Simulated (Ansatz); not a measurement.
**Ru (P6_3/mmc, 2 atoms in the cell) under uniaxial strain along c**

Aim: how do the optical modes of Ru (P6_3/mmc, 2 atoms in the cell) shift and split under this strain?

Calculated with Ansatz 0.2.0; DFT PBEsol, scalar-relativistic, plane waves, PAW; PAW set soft_1.

## 1. The structure

Symmetry: P6_3/mmc, No. 194, hexagonal system. Conventional cell: a = 2.706 Å, b = 2.706 Å, c = 4.282 Å, α = 90.00°, β = 90.00°, γ = 120.00°. Nearest to Ru lie 12 Ru at 2.65 to 2.71 Å.

## 2. Relaxation

The cell and atoms are relaxed, since residual forces and stress would shift the frequencies.

The input, input.yaml:

```yaml
crystal:
  lattice:
    - [2.7058, 0.0, 0.0]
    - [-1.3529, 2.3432915376, 0.0]
    - [0.0, 0.0, 4.2819]
  atoms:
    - { symbol: Ru, position: [0.33333333, 0.66666667, 0.25] }
    - { symbol: Ru, position: [0.66666667, 0.33333333, 0.75] }
kpoints:
  mp_grid: { grid: [18, 18, 10] }
hamiltonian:
  xc: pbesol
  pseudopotentials: { kind: paw, azcp: { folder: soft_1 }, xc_functional: pbe }
scf:
  occupations: { method: gaussian, width: 0.1 }
output:
  forces: true
  stress: true
  eigenvalues: true
  write_density: true
  write_potential: true
  elf: true
  volumetric_format: npy
relax:
  adjacent_minimum: "off"
  f_tol: 0.005
  max_steps: 80
  cell: { stress_tol: 0.05 }
```

Started as:

```sh
$ ansatz run input.yaml --threads 4 --pin off --max-ram 10240MiB --backend cpu --events-out ev --progress --plain --runs-dir out
```

Numbers of over 12 decimals in the logs are rounded to 6 here.

The program printed:

```text
Engine: ansatz 0.2.0, x86_64-unknown-linux-gnu
Pseudopotentials: kind: paw
Pseudopotential: Ru, paw, valence charge 16, recommended cutoff 420 eV (normal), soft_1/Ru.paw.azcp
Functional definition: PBEsol
  exchange = pbesol_x
  correlation = pbesol_c
Crystal: 2 atoms, lattice volume = 27.149 Å³
Basis set: ecut = 420 eV, 537 PW (Γ), exchange–correlation on 40×40×60 points (8 copies of the dense FFT grid, shifted against one another)
Bands: 20, of which v1, the nominal top of the filled ones, is band 16 counted from 1 (15 counted from 0)
Symmetry: 24 space group operations
Space group: P63/mmc (ITA 194), of the structure as read, at distance tolerance 3.0e-5 Å
k-points: 222 of 3240
Non-local potential: Ru, projectors of the file, l = 0: 3, l = 1: 2, l = 2: 2, l = 3: 1
PAW form: soft (Blöchl's): semilocal exchange-correlation on the pseudo side does not see the compensation charge
PAW frozen core: Ru, regenerated for the run's functional, and the local potential with it (the file was generated under x = pbe(κ = 0.804, μ = 0.219515), c = pbe(β = 0.066725))
PAW one-centre angular grid: Ru, 590 points (default); XC on 64 Gauss nodes
Initial density: superposition of atomic densities (chi_scale 0.1, normalization cell)
Initial wavefunctions: pseudopotential atomic-orbital guess
Functional: x = pbesol(κ = 0.804, μ = 0.123457), c = pbesol(β = 0.046)
SCF iter   1: F=—  HF=-11634.582468 eV  |F-HF|=—  |Δ(HF+E_count)|=         —  Δρ=1.31e-1  dr2=4.49e0  ethr=3.10e-3  ⟨swp⟩=5.0  Hψ=17320  notcnv=0
preconditioner: auto → none  [metal: Δε(μ)=0.011 eV  Ē_g=6.225 eV  σ=0.100 eV  W_gap=0.06  n_scr=8 (ndim 8)  ℏωp=28.5 eV  f_vac=0.000  D(μ)=1.80/eV (n_scr^D=22)  sad-step TF]
SCF iter   2: F=—  HF=-11633.500338 eV  |F-HF|=—  |Δ(HF+E_count)|=    1.08e0  Δρ=7.02e-2  dr2=1.28e0  ethr=3.10e-3  ⟨swp⟩=2.3  Hψ=8958  notcnv=0  defer=50
SCF iter   3: F=—  HF=-11633.086306 eV  |F-HF|=—  |Δ(HF+E_count)|=   4.14e-1  Δρ=3.99e-3  dr2=1.66e-3  ethr=3.10e-3  ⟨swp⟩=2.0  Hψ=6969  notcnv=0  defer=50
SCF iter   4: F=—  HF=-11633.087952 eV  |F-HF|=—  |Δ(HF+E_count)|=   1.65e-3  Δρ=3.27e-4  dr2=6.97e-6  ethr=5.18e-6  ⟨swp⟩=2.5  Hψ=9909  notcnv=0  defer=47
SCF iter   5: F=—  HF=-11633.087951 eV  |F-HF|=—  |Δ(HF+E_count)|=   9.46e-7  Δρ=1.59e-4  dr2=4.42e-6  ethr=2.18e-8  ⟨swp⟩=2.0  Hψ=7974  notcnv=0  defer=47
SCF iter   6: F=—  HF=-11633.087950 eV  |F-HF|=—  |Δ(HF+E_count)|=   1.54e-6  Δρ=2.72e-5  dr2=1.09e-7  ethr=1.38e-8  ⟨swp⟩=3.0  Hψ=8127  notcnv=0  defer=47
SCF iter   7: F=-11633.087950 eV  HF=-11633.087950 eV  |F-HF|=9.15e-10  |Δ(HF+E_count)|=   4.18e-8  Δρ=3.50e-6  dr2=2.29e-9  ethr=3.13e-10  ⟨swp⟩=8.4  Hψ=25998  notcnv=0
SCF 1 converged in 7 iterations: F = -11633.087950 eV  dr2 = 2.29e-9
  greatest PAW one-centre occupation: 1.000 electrons in one spin orbital (limit 2), on the Ru atom at site 1 (counted from 0), in its partial waves of l = 0
relax step   1: F+E_penalty+E_count = -11633.08794969 eV  Δ(F+E_penalty+E_count) = +0.000e0 eV  max|allowed force component| = 3.469e-17 eV/Å  Δτ_max = 0.0000 Å  P = -6.305 GPa  Ω = 27.149 Å³  (7 SCF iters, dr2 threshold 1.00e-7 eV, accepted)
Crystal: 2 atoms, lattice volume = 26.075 Å³
Initial density: handed on by an earlier stage of this run
Initial wavefunctions: those handed on with the density
iter 1 solved again at ethr=6.49e-6 eV; its pass at ethr=3.10e-3 eV (dr2=2.08e-3 eV) is discarded
SCF iter   1: F=—  HF=-11633.086392 eV  |F-HF|=—  |Δ(HF+E_count)|=         —  Δρ=3.14e-3  dr2=1.65e-3  ethr=6.49e-6  ⟨swp⟩=1.0  Hψ=22943  notcnv=0
preconditioner: auto → none  [metal: Δε(μ)=0.003 eV  Ē_g=6.174 eV  σ=0.100 eV  W_gap=0.02  n_scr=8 (ndim 8)  ℏωp=29.1 eV  f_vac=0.000  D(μ)=1.71/eV (n_scr^D=22)]
SCF iter   2: F=—  HF=-11633.086162 eV  |F-HF|=—  |Δ(HF+E_count)|=   2.30e-4  Δρ=1.36e-3  dr2=1.68e-4  ethr=5.14e-6  ⟨swp⟩=2.0  Hψ=5962  notcnv=0
SCF iter   3: F=—  HF=-11633.086178 eV  |F-HF|=—  |Δ(HF+E_count)|=   1.54e-5  Δρ=3.03e-4  dr2=1.02e-5  ethr=5.24e-7  ⟨swp⟩=1.0  Hψ=4440  notcnv=0
iter 4 did not close the SCF: its close was put off for the readings that it lacked (scf_convergence_deferred on its scf_iter line)
SCF iter   4: F=-11633.086181 eV  HF=-11633.086181 eV  |F-HF|=2.22e-8  |Δ(HF+E_count)|=   2.95e-6  Δρ=2.75e-5  dr2=3.65e-8  ethr=3.19e-8  ⟨swp⟩=2.4  Hψ=7085  notcnv=0
iter 5 did not close the SCF: its close was put off for the readings that it lacked (scf_convergence_deferred on its scf_iter line)
SCF iter   5: F=-11633.086181 eV  HF=-11633.086181 eV  |F-HF|=1.27e-10  |Δ(HF+E_count)|=   4.33e-8  Δρ=1.27e-6  dr2=2.79e-10  ethr=1.14e-10  ⟨swp⟩=2.3  Hψ=7388  notcnv=0
SCF iter   6: F=-11633.086181 eV  HF=-11633.086181 eV  |F-HF|=0.00e0  |Δ(HF+E_count)|=  1.09e-10  Δρ=2.48e-7  dr2=7.01e-12  ethr=1.00e-12  ⟨swp⟩=4.3  Hψ=22091  notcnv=0
SCF 2 converged in 6 iterations: F = -11633.086181 eV  dr2 = 7.01e-12
relax step   2: F+E_penalty+E_count = -11633.08618069 eV  Δ(F+E_penalty+E_count) = +1.769e-3 eV  max|allowed force component| = 9.252e-18 eV/Å  Δτ_max = 0.0000 Å  P = +7.878 GPa  Ω = 26.075 Å³  energy of the carried Pulay correction = +1.673e-3 eV  (6 SCF iters, dr2 threshold 2.00e-7 eV, rejected (line search))
Crystal: 2 atoms, lattice volume = 26.662 Å³
iter 1 solved again at ethr=1.44e-6 eV; its pass at ethr=3.10e-3 eV (dr2=4.59e-4 eV) is discarded
SCF iter   1: F=—  HF=-11633.098957 eV  |F-HF|=—  |Δ(HF+E_count)|=         —  Δρ=1.71e-3  dr2=4.96e-4  ethr=1.44e-6  ⟨swp⟩=1.1  Hψ=22821  notcnv=0
preconditioner: auto → none  [metal: Δε(μ)=0.003 eV  Ē_g=5.991 eV  σ=0.100 eV  W_gap=0.02  n_scr=8 (ndim 8)  ℏωp=28.8 eV  f_vac=0.000  D(μ)=1.77/eV (n_scr^D=22)]
SCF iter   2: F=—  HF=-11633.098895 eV  |F-HF|=—  |Δ(HF+E_count)|=   6.19e-5  Δρ=7.54e-4  dr2=5.29e-5  ethr=1.44e-6  ⟨swp⟩=2.0  Hψ=6008  notcnv=0
SCF iter   3: F=—  HF=-11633.098892 eV  |F-HF|=—  |Δ(HF+E_count)|=   3.14e-6  Δρ=1.63e-4  dr2=3.29e-6  ethr=1.65e-7  ⟨swp⟩=1.0  Hψ=4440  notcnv=0
SCF iter   4: F=—  HF=-11633.098892 eV  |F-HF|=—  |Δ(HF+E_count)|=   6.70e-7  Δρ=1.59e-5  dr2=1.24e-8  ethr=1.03e-8  ⟨swp⟩=2.1  Hψ=6419  notcnv=0
SCF iter   5: F=—  HF=-11633.098892 eV  |F-HF|=—  |Δ(HF+E_count)|=   1.53e-8  Δρ=6.18e-7  dr2=7.06e-11  ethr=3.87e-11  ⟨swp⟩=2.6  Hψ=8066  notcnv=0
SCF iter   6: F=-11633.098892 eV  HF=-11633.098892 eV  |F-HF|=0.00e0  |Δ(HF+E_count)|=  2.18e-11  Δρ=1.29e-7  dr2=1.70e-12  ethr=1.00e-12  ⟨swp⟩=5.7  Hψ=18855  notcnv=0
SCF 3 converged in 6 iterations: F = -11633.098892 eV  dr2 = 1.70e-12
relax step   3: F+E_penalty+E_count = -11633.09889220 eV  Δ(F+E_penalty+E_count) = -1.094e-2 eV  max|allowed force component| = 2.544e-17 eV/Å  Δτ_max = 0.0000 Å  P = -0.265 GPa  Ω = 26.662 Å³  energy of the carried Pulay correction = +7.491e-4 eV  (6 SCF iters, accepted)
[...]
relax step   4: F+E_penalty+E_count = -11633.09894028 eV  Δ(F+E_penalty+E_count) = -4.807e-5 eV  max|allowed force component| = 1.064e-16 eV/Å  Δτ_max = 0.0000 Å  P = -0.001 GPa  Ω = 26.642 Å³  energy of the carried Pulay correction = +7.799e-4 eV  (6 SCF iters, dr2 threshold 2.00e-7 eV, accepted)
Basis set: ecut = 420 eV, 537 PW (Γ), exchange–correlation on 36×36×60 points (8 copies of the dense FFT grid, shifted against one another)
Initial wavefunctions: pseudopotential atomic-orbital guess (no wavefunctions were taken with the density)
iter 1 solved again at ethr=1.64e-8 eV; its pass at ethr=3.10e-3 eV (dr2=5.25e-6 eV) is discarded
SCF iter   1: F=—  HF=-11633.098189 eV  |F-HF|=—  |Δ(HF+E_count)|=         —  Δρ=3.46e-5  dr2=3.49e-8  ethr=1.64e-8  ⟨swp⟩=3.6  Hψ=31927  notcnv=0
SCF iter   2: F=—  HF=-11633.098178 eV  |F-HF|=—  |Δ(HF+E_count)|=   1.07e-5  Δρ=1.68e-5  dr2=6.11e-9  ethr=1.09e-10  ⟨swp⟩=2.5  Hψ=7947  notcnv=0
SCF iter   3: F=—  HF=-11633.098178 eV  |F-HF|=—  |Δ(HF+E_count)|=   2.30e-8  Δρ=2.44e-6  dr2=2.61e-10  ethr=1.91e-11  ⟨swp⟩=2.9  Hψ=6684  notcnv=0
iter 4 did not close the SCF: its close was put off for the readings that it lacked (scf_convergence_deferred on its scf_iter line)
SCF iter   4: F=-11633.098178 eV  HF=-11633.098178 eV  |F-HF|=1.82e-12  |Δ(HF+E_count)|=  4.69e-10  Δρ=1.60e-7  dr2=1.13e-12  ethr=1.00e-12  ⟨swp⟩=2.9  Hψ=8011  notcnv=0
iter 5 did not close the SCF: its close was put off for the readings that it lacked (scf_convergence_deferred on its scf_iter line)
SCF iter   5: F=-11633.098178 eV  HF=-11633.098178 eV  |F-HF|=0.00e0  |Δ(HF+E_count)|=    0.00e0  Δρ=2.72e-8  dr2=1.29e-13  ethr=1.00e-12  ⟨swp⟩=1.0  Hψ=4440  notcnv=0
iter 6 did not close the SCF: its close was put off for the readings that it lacked (scf_convergence_deferred on its scf_iter line)
SCF iter   6: F=-11633.098178 eV  HF=-11633.098178 eV  |F-HF|=1.82e-12  |Δ(HF+E_count)|=  1.82e-12  Δρ=5.32e-9  dr2=2.08e-15  ethr=1.00e-12  ⟨swp⟩=1.0  Hψ=4440  notcnv=0
iter 7 did not close the SCF: its close was put off for the readings that it lacked (scf_convergence_deferred on its scf_iter line)
SCF iter   7: F=-11633.098178 eV  HF=-11633.098178 eV  |F-HF|=5.46e-12  |Δ(HF+E_count)|=  3.64e-12  Δρ=1.71e-9  dr2=4.20e-16  ethr=1.00e-12  ⟨swp⟩=1.0  Hψ=4440  notcnv=0
SCF iter   8: F=-11633.098178 eV  HF=-11633.098178 eV  |F-HF|=1.82e-12  |Δ(HF+E_count)|=  3.64e-12  Δρ=1.26e-10  dr2=3.26e-18  ethr=1.00e-12  ⟨swp⟩=1.9  Hψ=10764  notcnv=0
SCF 5 converged in 8 iterations: F = -11633.098178 eV  dr2 = 3.26e-18
relax step   5: F+E_penalty+E_count = -11633.09817846 eV  Δ(F+E_penalty+E_count) = +7.618e-4 eV  max|allowed force component| = 1.018e-16 eV/Å  Δτ_max = 0.0000 Å  P = -0.024 GPa  Ω = 26.642 Å³  stress off target by 2.87e-2 GPa  SCF on the basis re-selected at this cell (its energy is not comparable with the rows above)  (8 SCF iters)
basis re-selected at this cell: Δ(F+E_penalty+E_count) = +7.618e-4 eV, ΔP = -0.023 GPa vs the last step (what re-selecting the basis moved, of the pressure what is left beyond the Pulay correction that the steps carried, after the strain that the cell walked since its last selection, with what the two solves' SCF thresholds leave and, on support functions, any second-order correction that the steps lacked; it is no measure of the basis error at this ecutwfc). The dense FFT grid was sized anew with the basis: this SCF ran on 18×18×30 points, the steps before it on 20×20×30, so part of this shift can come from that change (see relax.cell in the input reference). [rest of the remark cut]
SCF converged after 8 iterations
Free energy (F): -11633.098178 eV
Harris-Foulkes:  -11633.098178 eV  (|F-HF|=1.82e-12)
Internal energy: -11633.089318 eV  (E = F + TS)
E sigma→0 (E₀):  -11633.093748 eV
Entropy (-TS):   -0.008861 eV (-4.430 meV/atom)
Fermi energy:    23.720504 eV
--- Per-component energies (eV) ---
  E_band       = -100.670251
  E_kinetic    = 921.638555
  E_local      = -2500.926624  (includes V_loc(G=0)·N_el)
  E_nonlocal   = 828.515652
  E_hartree    = 826.725418
  E_xc         = -338.989037
  E_vxc        = -430.099468  (∫ρ·V_xc dr)
  E_paw        = -6879.993261  (= ΣΔE_a)
  E_vpaw       = -573.250376  (= ΣTr[D̂ρ^β])
  E_aug_tail   = 0.001173  (compensation charges beyond the density's cutoff)
  E_ewald      = -4490.567789
  E_core_change = 0.506593  (= ΣΔE_core)
  E_smearing   = -0.008861  (= −TS)
  E_closure    = 0.000000  (closes the sum)
  Σ components = -11633.098178   (vs F -11633.098178, Δ=0.00e0)
--- Forces (eV/Å), atoms counted from 1 ---
  atom   1  Ru    -0.00000000    -0.00000000    -0.00000000
  atom   2  Ru     0.00000000     0.00000000     0.00000000
  max |Σ_I F_I| component: 4.63e-18 eV/Å
--- Stress (GPa, compression-positive) ---
       -0.028727       0.000000       0.000000
        0.000000      -0.028727      -0.000000
        0.000000      -0.000000      -0.015487
  P = ⅓ Tr σ = -0.0243 GPa (-0.243 kbar)
--- Band table (eV; the first three rows and the last of 222) ---
  k-point 0: bands = [... 12 lower, 21.2354, 21.7527, 21.7527, 22.2894, 22.2894, 24.9583, 24.9583, 24.9889]
  k-point 1: bands = [... 12 lower, 21.1770, 21.6830, 21.6830, 22.4527, 22.4527, 24.6091, 24.9668, 24.9668]
  k-point 2: bands = [... 12 lower, 21.0214, 21.5016, 21.5016, 22.8445, 22.8445, 23.6796, 24.9603, 24.9603]
  k-point 221: bands = [... 12 lower, 20.9286, 20.9286, 22.5021, 22.5021, 25.0001, 25.0001, 32.3018, 32.3018]
--- Relaxed structure (4 steps of the walk, 3 accepted, 1 SCFs on fresh bases) ---
  F+E_penalty+E_count = -11633.09817846 eV   max|allowed force component| = 1.018e-16 eV/Å   (the final SCF, on the basis selected at the relaxed cell)
  cell:  # Å, volume = 26.6419 Å³
    - [2.689685, 0.0, 0.0]
    - [-1.344842, 2.329335, -5.57170542618494e-19]
    - [0.0, -1.018118534624168e-18, 4.252380]
  atoms:
    - { symbol: Ru, position: [0.333333, 0.666667, 0.250000] }
    - { symbol: Ru, position: [0.666667, 0.333333, 0.750000] }
```

The job ended after 25 s (4 threads of Intel Xeon at 2.50GHz (Skylake/Cascade Lake), shared host; peak memory 0.43 GiB).

The steps of the relaxation:

| step | energy less that of the first step (eV) | largest force component (eV/Å) | pressure (GPa) | volume (Å³) |
| --- | --- | --- | --- | --- |
| 1 | 0.0000 | 0.0000 | -6.31 | 27.15 |
| 2 | 0.0018 | 0.0000 | 7.88 | 26.08 |
| 3 | -0.0109 | 0.0000 | -0.26 | 26.66 |
| 4 | -0.0110 | 0.0000 | 0.00 | 26.64 |
| 5* | -0.0102 | 0.0000 | -0.02 | 26.64 |

Relaxation steps marked * repeat the geometry before them on a plane-wave basis chosen anew for their cell, so energy and pressure can jump there. Relaxation step 2 was tried and not accepted.

The run keeps the 24 symmetry operations that it works with, so distortions that break them were not tested.

| conventional cell, symmetrised | before | after | change |
| --- | --- | --- | --- |
| a (Å) | 2.706 | 2.690 | -0.6 % |
| b (Å) | 2.706 | 2.690 | -0.6 % |
| c (Å) | 4.282 | 4.252 | -0.7 % |
| volume (Å³/atom) | 13.57 | 13.32 | -1.9 % |

The relaxed structure:

```
Ru
1.0
     2.68968    0.00000    0.00000
    -1.34484    2.32934    0.00000
     0.00000    0.00000    4.25238
Ru
2
Direct
  0.33333 0.66667 0.25000
  0.66667 0.33333 0.75000
```

This step gave:

```
pressure          : -0.02431 GPa
volume per atom   : 13.32 Å³
gap on the k-mesh : 0 eV
```

Electrostatic potential energy in the ac plane at fractional y = 0.333, with atoms of Ru within 0.2 Å of it. With pseudopotentials it is smooth inside the atoms' cores, unlike the true potential.

Ten even steps from '_' (-72 eV) to '@' (24 eV):
```
@@@@@@@@@@@@@@%%######%%%%@@
@@@@@@@@@@@@%%**++====++##%%
%%@@@@@@@@%%**==::....::==##
%%@@@@@@@@##==::______..--++
##@@@@@@%%**==..________::++
##@@@@@@%%##==..________::++
%%@@@@@@@@##==::______..--++
%%@@@@@@@@%%**==::....::==##
@@@@@@@@@@@@%%**++====++##%%
@@@@@@@@@@@@@@%%######%%%%@@
@@@@@@@@@@@@@@@@@@@@@@@@@@@@
@@@@@@@@@@@@@@@@@@@@@@@@@@@@
@@@@@@@@@@@@@@@@@@@@@@@@@@@@
%%%%##%%%%@@@@@@@@@@@@@@@@@@
%%##****##%%@@@@@@@@@@@@@@@@
##********%%@@@@@@@@@@@@@@%%
##********%%@@@@@@@@@@@@@@%%
%%##****##%%@@@@@@@@@@@@@@@@
%%%%##%%%%@@@@@@@@@@@@@@@@@@
@@@@@@@@@@@@@@@@@@@@@@@@@@@@
@@@@@@@@@@@@@@@@@@@@@@@@@@@@
@@@@@@@@@@@@@@@@@@@@@@@@@@@@
```
Columns run along a (2.7 Å; values clipped at the 3rd and 97th percentile), rows up along c (4.3 Å). Atoms in or near the plane, at fractional coordinates: Ru at (0.67, 0.75).

ELF in the ac plane at fractional y = 0.333, with atoms of Ru within 0.2 Å of it. It is the smooth field of the valence electrons, not physical close to the nuclei.

Ten even steps from '_' (0.21) to '@' (0.61):
```
..::::::........::----::....
__..::::____::++######**==::
..__::..__::++%%@@@@@@@@##==
::........--##@@@@@@@@@@@@**
--..::....==%%@@%%**##@@@@##
--..::....==%%@@%%**##@@@@##
::........--##@@@@@@@@@@@@**
..__::..__::++%%@@@@@@@@##==
__..::::____::++######**==::
..::::::........::----::....
::........::....________....
..________..::::........::::
__________....::::::::::::..
..::::::::......::::::::..__
::======--::......::::..__..
--++**++==--..__........__..
--++**++==--..__........__..
::======--::......::::..__..
..::::::::......::::::::..__
__________....::::::::::::..
..________..::::........::::
::........::....________....
```
Columns run along a (2.7 Å), rows up along c (4.3 Å). Atoms in or near the plane, at fractional coordinates: Ru at (0.67, 0.75).

Valence density in the ac plane at fractional y = 0.333, with atoms of Ru within 0.2 Å of it. It is the smooth field of the valence electrons, not physical close to the nuclei.

Values in e/Å³, 22 rows by 14 columns:
```
 0  0  0  0  0  0  1  1  1  1  1  1  1  0
 0  0  0  0  0  1  1  2  3  3  3  2  1  1
 1  0  0  0  0  1  2  4  5  6  6  5  3  1
 1  0  0  0  1  1  3  6  8 10  9  7  5  2
 1  1  0  0  1  2  4  7 10 12 11  9  6  3
 1  1  0  0  1  2  4  7 10 12 11  9  6  3
 1  0  0  0  1  1  3  6  8 10  9  7  5  2
 1  0  0  0  0  1  2  4  5  6  6  5  3  1
 0  0  0  0  0  1  1  2  3  3  3  2  1  1
 0  0  0  0  0  0  1  1  1  1  1  1  1  0
 0  0  0  0  0  0  0  0  1  1  1  1  0  0
 0  0  0  0  0  0  0  0  0  0  0  0  0  0
 0  1  1  1  1  0  0  0  0  0  0  0  0  0
 1  1  1  1  1  1  0  0  0  0  0  0  0  0
 1  1  2  2  1  1  1  0  0  0  0  0  0  1
 1  2  2  2  2  1  1  0  0  0  0  0  0  1
 1  2  2  2  2  1  1  0  0  0  0  0  0  1
 1  1  2  2  1  1  1  0  0  0  0  0  0  1
 1  1  1  1  1  1  0  0  0  0  0  0  0  0
 0  1  1  1  1  0  0  0  0  0  0  0  0  0
 0  0  0  0  0  0  0  0  0  0  0  0  0  0
 0  0  0  0  0  0  0  0  1  1  1  1  0  0
```
Columns run along a (2.7 Å), rows up along c (4.3 Å). Atoms in or near the plane, at fractional coordinates: Ru at (0.67, 0.75).

In this step the volume went from 13.57 to 13.32 Å³/atom.

## 3. Tight relaxation

Phonons need small forces and stress, so the relaxation is finished with tight tolerances on 18×18×12 k points.

The input, input.yaml:

```yaml
crystal:
  lattice:
    - [2.6896847641, 0.0, 0.0]
    - [-1.344842382, 2.3293353338, 0.0]
    - [0.0, 0.0, 4.2523798121]
  atoms:
    - { symbol: Ru, position: [0.3333333333, 0.6666666667, 0.25] }
    - { symbol: Ru, position: [0.6666666667, 0.3333333333, 0.75] }
kpoints:
  mp_grid: { grid: [18, 18, 12] }
hamiltonian:
  xc: pbesol
  pseudopotentials: { kind: paw, azcp: { folder: soft_1 }, xc_functional: pbe }
scf:
  occupations: { method: methfessel_paxton, width: 0.2 }
output:
  forces: true
  stress: true
  eigenvalues: true
relax:
  adjacent_minimum: "off"
  f_tol: 0.001
  max_steps: 60
  cell: { stress_tol: 0.01 }
```

The program printed:

```text
[...]
Crystal: 2 atoms, lattice volume = 26.642 Å³
Basis set: ecut = 420 eV, 537 PW (Γ), exchange–correlation on 36×36×60 points (8 copies of the dense FFT grid, shifted against one another)
Bands: 20, of which v1, the nominal top of the filled ones, is band 16 counted from 1 (15 counted from 0)
Symmetry: 24 space group operations
[...]
k-points: 259 of 3888
[...]
k-point 258: bands = [... 12 lower, 20.9317, 20.9317, 22.5060, 22.5060, 25.0001, 25.0001, 32.3014, 32.3014]
--- Relaxed structure (3 steps of the walk, 3 accepted, 1 SCFs on fresh bases) ---
[...]
cell:  # Å, volume = 26.6387 Å³
    - [2.690499, -2.88762939328616e-11, 0]
    - [-1.345250, 2.330041, 0]
    - [0, 0, 4.249296]
  atoms:
    - { symbol: Ru, position: [0.333333, 0.666667, 0.25] }
    - { symbol: Ru, position: [0.666667, 0.333333, 0.750000] }
[key lines of the parts left out:]
SCF converged after 5 iterations
Free energy (F): -11633.095649 eV
Fermi energy:    23.734907 eV
P = ⅓ Tr σ = 0.0005 GPa (0.005 kbar)
```

Wall time 21 s (4 threads); peak memory 0.45 GiB.

Little changed from the start: no atom moved by 0.005 Å and no cell edge by 0.1 %.

This step gave:

- pressure: 5.01e-4 GPa

The forces vanish by symmetry and the pressure is 0.001 GPa, within the tolerances set. The cell now holds 13.32 Å³/atom.

(Part 1 of 2 ends here.)

[Logs are printed without paths, hosts, clocks, repeated set-up lines and the standing remarks that a program may print on its own settings, such as how far it seeks lower states.]

[Hosts, paths, dates, database ids (printed as entryN), source tags and the programs' standing remarks are cut or masked in the printed files.]
